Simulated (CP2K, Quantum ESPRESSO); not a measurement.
# CP2K runs on BN(111) slab, H on both faces (200 atoms)

Aim: run BN(111) slab, H on both faces (200 atoms) in CP2K and see how near its forces come to a plane-wave reference, and at what cost.

Calculated with CP2K 2026.2; the method is named at each step.

## Step 1: Starting point

The cell holds 200 atoms: 75 B, 75 N and 50 H. Its edges and angles: a = 12.784 Å, b = 12.784 Å, c = 18.907 Å, α = 90.0°, β = 90.0°, γ = 60.0°. It derives from BN (zinc-blende). Zinc-blende BN (a = 3.616 Å), (111) slab of 6 atomic planes, 5 x 5 surface cells, H on the broken bonds of both faces, 12 Å of vacuum; displaced by a Gaussian of 0.02 Å. Then every atom was moved at random, 0.02 Å r.m.s. a Cartesian component (hydrogen 0.6 of that). Regions: slab, 150 atoms (75 B and 75 N); hydrogen, 50 atoms (50 H). Vacuum lies along c.

The yardstick, on the same geometry:

| Property | Result |
| --- | --- |
| method | Kohn-Sham DFT, PBE, SSSP efficiency 1.3.0 pseudopotentials, plane waves (Quantum ESPRESSO 7.5); sssp-pbe-1.3.0-efficiency, cutoffs 60/480 Ry, Γ point |
| r.m.s. force component | 1.217 eV/Å |
| longest force | 4.471 eV/Å |
| time | 18 min on 8 MPI ranks of Arm Neoverse N1, shared host |
| CPU time | 2.4 h |

## Step 2: PBE, DZVP-MOLOPT-SR, 600/50 Ry, diagonalisation

Method: Kohn-Sham DFT, PBE, GTH-PBE pseudopotentials, Gaussian and plane waves, DZVP-MOLOPT-SR-GTH, diagonalisation.

The input, input.inp:

```
&GLOBAL
  PROJECT cell
  RUN_TYPE ENERGY_FORCE
  PRINT_LEVEL LOW
&END GLOBAL
&FORCE_EVAL
  METHOD QS
  &DFT
    BASIS_SET_FILE_NAME BASIS_MOLOPT
    POTENTIAL_FILE_NAME GTH_POTENTIALS
    &MGRID
      CUTOFF 600
      REL_CUTOFF 50
      NGRIDS 5
    &END MGRID
    &QS
      EPS_DEFAULT 1.0E-12
    &END QS
    &SCF
      SCF_GUESS ATOMIC
      EPS_SCF 5.0E-06
      MAX_SCF 200
      ADDED_MOS 82
      &DIAGONALIZATION
        ALGORITHM STANDARD
      &END DIAGONALIZATION
      &SMEAR ON
        METHOD FERMI_DIRAC
        ELECTRONIC_TEMPERATURE [K] 580
      &END SMEAR
      &MIXING
        METHOD BROYDEN_MIXING
        ALPHA 0.2
        NBROYDEN 12
        BETA 0.05
      &END MIXING
      &PRINT
        &RESTART OFF
        &END RESTART
      &END PRINT
    &END SCF
    &XC
      &XC_FUNCTIONAL PBE
      &END XC_FUNCTIONAL
    &END XC
    &PRINT
      &MULLIKEN ON
      &END MULLIKEN
      &HIRSHFELD ON
        SHAPE_FUNCTION DENSITY
      &END HIRSHFELD
      &MO ON
        EIGENVALUES T
        OCCUPATION_NUMBERS T
        MO_INDEX_RANGE 314 337
        &EACH
          QS_SCF 0
        &END EACH
        ADD_LAST NUMERIC
      &END MO
    &END PRINT
  &END DFT
  &SUBSYS
    &CELL
      A 12.78449 0.00000 0.00000
      B 6.39225 11.07169 0.00000
      C 0.00000 0.00000 18.90732
    &END CELL
    &COORD
      SCALED
      B 0.12837 0.13859 0.39865
      N 0.20407 0.19839 0.37276
      B 0.06774 0.06089 0.51117
      N 0.13738 0.13295 0.48135
      B 0.20053 0.19944 0.61656
      N 0.07287 0.06158 0.59228
      B 0.13101 0.33158 0.39912
      N 0.19982 0.40287 0.37315
      B 0.06410 0.26962 0.51072
      N 0.13464 0.33030 0.48153
      B 0.19600 0.40273 0.61859
      N 0.06628 0.26680 0.59307
      B 0.13278 0.53194 0.39919
      N 0.19943 0.60053 0.37103
      B 0.06772 0.46554 0.50861
      N 0.13219 0.53385 0.48077
      B 0.20253 0.59871 0.62121
      N 0.06802 0.46897 0.59183
      B 0.13393 0.73034 0.40044
      N 0.20386 0.80004 0.37537
      B 0.06646 0.66900 0.50985
      N 0.13296 0.73363 0.48158
      B 0.19840 0.79821 0.61868
      N 0.06708 0.66490 0.58997
      B 0.13074 0.93623 0.39887
      N 0.20275 0.99707 0.37075
      B 0.06075 0.86716 0.51003
      N 0.13687 0.93248 0.48226
      B 0.19778 0.00074 0.61926
      N 0.06781 0.86731 0.59106
      B 0.33216 0.13371 0.39878
      N 0.40130 0.19564 0.37143
      B 0.26775 0.07043 0.50994
      N 0.33503 0.13267 0.48130
      B 0.39680 0.20193 0.61938
      N 0.26885 0.06588 0.59194
      B 0.33534 0.33328 0.39803
      N 0.39811 0.39875 0.37161
      B 0.26416 0.26928 0.50732
      N 0.33352 0.33170 0.47979
      B 0.40296 0.39282 0.61874
      N 0.26807 0.26413 0.59175
      B 0.33074 0.53363 0.40030
      N 0.39845 0.60127 0.37135
      B 0.26676 0.46677 0.50931
      N 0.33175 0.53279 0.48307
      B 0.40482 0.59868 0.62010
      N 0.26757 0.46887 0.59111
      B 0.33295 0.73557 0.39952
      N 0.39785 0.80346 0.36779
      B 0.26790 0.66677 0.50957
      N 0.33269 0.73382 0.47732
      B 0.40509 0.80002 0.61896
      N 0.26714 0.66740 0.59266
      B 0.33084 0.93378 0.39685
      N 0.39824 0.00491 0.37250
[... 140 atom lines left out ...]
      H 0.99924 0.80081 0.31674
      H 0.99897 0.79953 0.68417
      H 0.99974 0.00130 0.31755
      H 0.00038 0.99937 0.68231
    &END COORD
    &KIND B
      BASIS_SET DZVP-MOLOPT-SR-GTH-q3
      POTENTIAL GTH-PBE-q3
    &END KIND
    &KIND N
      BASIS_SET DZVP-MOLOPT-SR-GTH-q5
      POTENTIAL GTH-PBE-q5
    &END KIND
    &KIND H
      BASIS_SET DZVP-MOLOPT-SR-GTH-q1
      POTENTIAL GTH-PBE-q1
    &END KIND
  &END SUBSYS
  &PRINT
    &FORCES ON
    &END FORCES
  &END PRINT
&END FORCE_EVAL
```

Started as:

```console
OMP_NUM_THREADS=1 mpirun -np 4 cp2k.psmp -i input.inp > output.txt
```

Numbers of over 12 decimals in the logs are rounded to 6 here.

Output:

```text
CP2K| version string:                                       CP2K version 2026.2
 CP2K| Input file name                                                 input.inp
 GLOBAL| Basis set file name                                        BASIS_MOLOPT
 GLOBAL| Potential file name                                      GTH_POTENTIALS
 GLOBAL| Run type                                                   ENERGY_FORCE
 GLOBAL| Total number of message passing processes                             4
 GLOBAL| Number of threads for this process                                    1
 TOTAL NUMBERS AND MAXIMUM NUMBERS
  Total number of            - Atomic kinds:                                   3
                             - Atoms:                                        200
                             - Shell sets:                                   200
                             - Shells:                                       900
                             - Primitive Cartesian functions:                925
                             - Cartesian basis functions:                   2350
                             - Spherical basis functions:                   2200
  Maximum angular momentum of- Orbital basis functions:                        2
                             - Local part of the GTH pseudopotential:          2
                             - Non-local part of the GTH pseudopotential:      0
 SCF PARAMETERS         Density guess:                                    ATOMIC
                        max_scf:                                             200
                        eps_scf:                                        5.00E-06
                        added MOs                                        82    0
                        Mixing method:                            BROYDEN_MIXING
                                                charge density mixing in g-space
                        Smear method:                                FERMI_DIRAC
                        Electronic temperature [K]:                        580.0
                        Electronic temperature [a.u.]:                  1.84E-03
                        Accuracy threshold:                             1.00E-10
 Extrapolation method: initial_guess
 Number of electrons:                                                        650
 Number of occupied orbitals:                                                325
 Number of molecular orbitals:                                               407
 Number of orbital functions:                                               2200
 Number of independent orbital functions:                                   2200
 SCF WAVEFUNCTION OPTIMIZATION
  Step     Update method      Time    Convergence         Total energy    Change
     1 NoMix/Diag. 0.20E+00   17.4     1.54848106     -1004.3741466320 -1.00E+03
     2 Broy./Diag. 0.20E+00   26.9     0.20221264      -904.4632420446  9.99E+01
     3 Broy./Diag. 0.20E+00   28.0     0.48707106      -957.4608970471 -5.30E+01
     4 Broy./Diag. 0.20E+00   27.2     0.49051284      -990.4636844534 -3.30E+01
[...]
25 Broy./Diag. 0.20E+00   28.4     0.00000560      -993.3009016350 -1.36E-04
    26 Broy./Diag. 0.20E+00   28.1     0.00000159      -993.3010584505 -1.57E-04
  *** SCF run converged in    26 steps ***
  Electronic density on regular grids:       -649.9999999997        0.0000000003
  Core density on regular grids:              649.9999999994       -0.0000000006
  Total charge density on r-space grids:       -0.0000000004
  Total charge density g-space grids:          -0.0000000004
  Overlap energy of the core charge distribution:               5.28234e-05
  Self energy of the core charge distribution:              -2388.778035
  Core Hamiltonian energy:                                    742.788684
  Hartree energy:                                             949.386557
  Exchange-correlation energy:                               -296.695624
  Electronic entropic energy:                                  -0.0026934
  Fermi energy:                                                 0.060935
  Total energy:                                              -993.301058
  Total energy (extrapolated to T->0):                       -993.299712
 MO| EIGENVALUES AND OCCUPATION NUMBERS
 MO|
 MO|  Index      Eigenvalue [a.u.]        Eigenvalue [eV]             Occupation
 MO|    314               0.038453               1.046360               1.999990
 MO|    315               0.038826               1.056500               1.999988
 MO|    316               0.039303               1.069498               1.999985
[...]
MO|    336               0.152304               4.144414               0.000000
 MO|    337               0.153930               4.188662               0.000000
 MO| Sum:                                                             650.000000
 MO| E(Fermi):            0.060935 a.u.          1.658126 eV
 !-----------------------------------------------------------------------------!
                     Mulliken Population Analysis
 #  Atom  Element  Kind  Atomic population                           Net charge
       1     B        1          2.883314                              0.116686
       2     N        2          5.139992                             -0.139992
       3     B        1          2.933888                              0.066112
[...]
199     H        3          0.895334                              0.104666
     200     H        3          0.897674                              0.102326
 # Total charge                            650.000000                 -0.000000
 !-----------------------------------------------------------------------------!
 !-----------------------------------------------------------------------------!
                           Hirshfeld Charges
  #Atom  Element  Kind  Ref Charge     Population                    Net charge
      1       B      1       3.000          2.829                         0.171
      2       N      2       5.000          5.145                        -0.145
      3       B      1       3.000          2.833                         0.167
[...]
199       H      3       1.000          0.909                         0.091
    200       H      3       1.000          1.051                        -0.051
  Total Charge                                                           -0.000
 !-----------------------------------------------------------------------------!
 ENERGY| Total FORCE_EVAL ( QS ) energy [hartree]           -993.301048
 FORCES| Atomic forces [hartree/bohr]
 FORCES|   Atom     x               y               z               |f|
 FORCES|      1  4.07019784E-02 -4.85932039E-02  4.73359621E-02   7.91115909E-02
 FORCES|      2 -4.95426832E-02  2.74929361E-02 -4.44952892E-02   7.20428328E-02
 FORCES|      3  2.52643479E-02  2.52542276E-02  2.57076860E-02   4.40107760E-02
[...]
FORCES|    199 -6.89211051E-03 -7.42900388E-03  1.39146646E-02   1.72136334E-02
 FORCES|    200 -5.03267986E-04 -1.80312429E-04 -1.08860967E-02   1.08992152E-02
 FORCES| Sum    -2.26737311E-05  2.78474594E-05 -2.04720586E-04
 FORCES| Total atomic force                                       2.07846331E-04
```

It took 13 min on 4 MPI ranks of Arm Neoverse N1, shared host; peak memory 11 GiB.

Banners, paths, timers and routine set-up lines are dropped from the logs unmarked, and long logs keep their key lines alone; longer cuts are marked.

Numbers from this run, and their distance from the reference:

```
r.m.s. force component                  : 1.299 eV/Å
r.m.s. difference of force components   : 141.5 meV/Å
longest difference of force vectors     : 414.6 meV/Å
force difference over r.m.s. force      : 11.63 %
slope of forces against the reference's : 1.063
correlation of force components         : 0.9958
```

Length of the force difference by element (eV/Å):

```
element  atoms   mean  most
      B     75   0.29  0.41
      H     50  0.030  0.11
      N     75   0.26  0.34
```

Local excerpt of 9 atoms (numbers count through the whole input) about N20, which bears the longest force; x, y, z are measured from there.

```
atom      x      y      z  distance (Å)  bonds  Hirshfeld charge (e)     Fx     Fy  Fz (eV/Å)
 N20   0.00   0.00   0.00          0.00      4                 -0.14  -2.46   0.15      -4.10
H157  -0.04  -0.03  -1.12          1.13      1                  0.09   0.18   0.18       2.24
 B49   1.24  -0.71   0.46          1.50      4                  0.15   0.17  -0.10      -0.02
 B25  -0.06   1.51   0.44          1.57      4                  0.16   0.65  -1.12       1.89
 B19  -1.34  -0.77   0.47          1.62      4                  0.17   0.69   1.24       0.97
 N52   1.22  -0.73   1.93          2.40      4                 -0.17   0.65  -0.38       0.75
 N28  -0.01   1.47   2.02          2.50      4                 -0.16  -1.74   0.11      -2.50
 N50   2.50   0.04  -0.14          2.51      4                 -0.16   0.67  -1.40       2.54
 N26   1.25   2.18  -0.09          2.51      4                 -0.16  -1.42   2.32      -0.58
```

Forces lie 12 % from the reference's, at 0.35 times its CPU time (on 4 against 8 cores).

## Step 3: PBE, SZV-MOLOPT-SR, 600/50 Ry, diagonalisation

Method: Kohn-Sham DFT, PBE, GTH-PBE pseudopotentials, Gaussian and plane waves, SZV-MOLOPT-SR-GTH, diagonalisation.

Edit input.inp of step 2 so:

```diff
@@ -68,8 +68,8 @@
     &END CELL
-    &COORD
-      SCALED
-[... 200 atom lines left out: the same atoms as in the first run ...]
-    &END COORD
+    &TOPOLOGY
+      COORD_FILE_NAME structure.xyz
+      COORD_FILE_FORMAT XYZ
+    &END TOPOLOGY
     &KIND B
-      BASIS_SET DZVP-MOLOPT-SR-GTH-q3
+      BASIS_SET SZV-MOLOPT-SR-GTH-q3
       POTENTIAL GTH-PBE-q3
@@ -77,3 +77,3 @@
     &KIND N
-      BASIS_SET DZVP-MOLOPT-SR-GTH-q5
+      BASIS_SET SZV-MOLOPT-SR-GTH-q5
       POTENTIAL GTH-PBE-q5
@@ -81,3 +81,3 @@
     &KIND H
-      BASIS_SET DZVP-MOLOPT-SR-GTH-q1
+      BASIS_SET SZV-MOLOPT-SR-GTH-q1
       POTENTIAL GTH-PBE-q1
```

The input, structure.xyz:

```xyz
200

B 2.52705 1.53443 7.53740
N 3.87709 2.19651 7.04789
B 1.25525 0.67416 9.66485
N 2.60618 1.47198 9.10104
B 3.83854 2.20814 11.65750
N 1.32524 0.68179 11.19843
B 3.79444 3.67115 7.54629
N 5.12984 4.46045 7.05527
B 2.54296 2.98515 9.65635
N 3.83266 3.65698 9.10444
B 5.08011 4.45890 11.69588
N 2.55281 2.95393 11.21336
B 5.09782 5.88947 7.54761
N 6.38835 6.64888 7.01518
B 3.84161 5.15431 9.61645
N 5.10248 5.91062 9.09007
B 6.41635 6.62873 11.74542
N 3.86737 5.19229 11.18992
B 6.38074 8.08610 7.57125
N 7.72030 8.85779 7.09724
[... 176 atom lines left out ...]
H 17.89375 8.86632 5.98870
H 17.88212 8.85215 12.93582
H 12.78948 0.01439 6.00402
H 6.39308 11.06471 12.90065
```

Started as:

```console
OMP_NUM_THREADS=2 cp2k.psmp -i input.inp > output.txt
```

Output:

```text
CP2K| version string:                                       CP2K version 2026.2
 CP2K| Input file name                                                 input.inp
 GLOBAL| Basis set file name                                        BASIS_MOLOPT
 GLOBAL| Potential file name                                      GTH_POTENTIALS
 GLOBAL| Run type                                                   ENERGY_FORCE
 GLOBAL| Total number of message passing processes                             1
 GLOBAL| Number of threads for this process                                    2
[... lines left out ...]
                        Smear method:                                FERMI_DIRAC
[... lines left out ...]
 Number of electrons:                                                        650
[... lines left out ...]
  Step     Update method      Time    Convergence         Total energy    Change
[... lines left out ...]
  *** SCF run converged in    14 steps ***
[... lines left out ...]
  Fermi energy:                                                 0.196339
  Total energy:                                              -989.553120
  Total energy (extrapolated to T->0):                       -989.553120
[... lines left out ...]
 MO| E(Fermi):            0.196339 a.u.          5.342662 eV
[... lines left out ...]
                           Hirshfeld Charges
  #Atom  Element  Kind  Ref Charge     Population                    Net charge
      1       B      1       3.000          2.830                         0.170
      2       N      2       5.000          5.135                        -0.135
      3       B      1       3.000          2.836                         0.164
[...]
199       H      3       1.000          0.893                         0.107
    200       H      3       1.000          1.058                        -0.058
  Total Charge                                                           -0.000
 !-----------------------------------------------------------------------------!
 ENERGY| Total FORCE_EVAL ( QS ) energy [hartree]           -989.553141
 FORCES| Atomic forces [hartree/bohr]
 FORCES|   Atom     x               y               z               |f|
 FORCES|      1  5.13016432E-02 -6.62833590E-02  6.94938626E-02   1.08879471E-01
 FORCES|      2 -5.99688028E-02  3.20999807E-02 -6.69105665E-02   9.54132589E-02
 FORCES|      3  3.18352821E-02  4.14051034E-02  2.82728288E-02   5.93904085E-02
[...]
FORCES|    199 -9.29392846E-03 -9.31119025E-03  3.37085928E-03   1.35807976E-02
 FORCES|    200 -7.22191512E-04 -1.75734199E-04 -3.23939424E-02   3.24024682E-02
 FORCES| Sum    -4.28195157E-05  2.54227798E-06 -1.53828062E-04
 FORCES| Total atomic force                                       1.59696734E-04
```

The job ended after 9 min (2 threads; peak memory 8.3 GiB).

Against the reference:

```yaml
r_m_s_force_component: 1.836 eV/Å
r_m_s_difference_of_force_components: 753 meV/Å
longest_difference_of_force_vectors: 3213 meV/Å
force_difference_over_r_m_s_force: 61.89 %
slope_of_forces_against_the_reference_s: 1.447
correlation_of_force_components: 0.959
```

This is a coarse setting, run to see what it loses.

Against the first run (12 %), the force difference from the reference is 62 %, at 0.30 times the CPU time (on 2 against 4 cores) (14 SCF steps against 26), with 650 basis functions against 2200: the smaller basis costs accuracy.

(Part 1 of 3 ends here.)

[Also dropped from logs without a mark: logging warnings of Python, and SIESTA's first energy breakdown and zero terms.]

[Logs are printed without paths, hosts, clocks, repeated set-up lines and the standing remarks that a program may print on its own settings, such as how far it seeks lower states.]

[Hosts, paths, dates, database ids (printed as entryN), source tags and the programs' standing remarks are cut or masked in the printed files.]
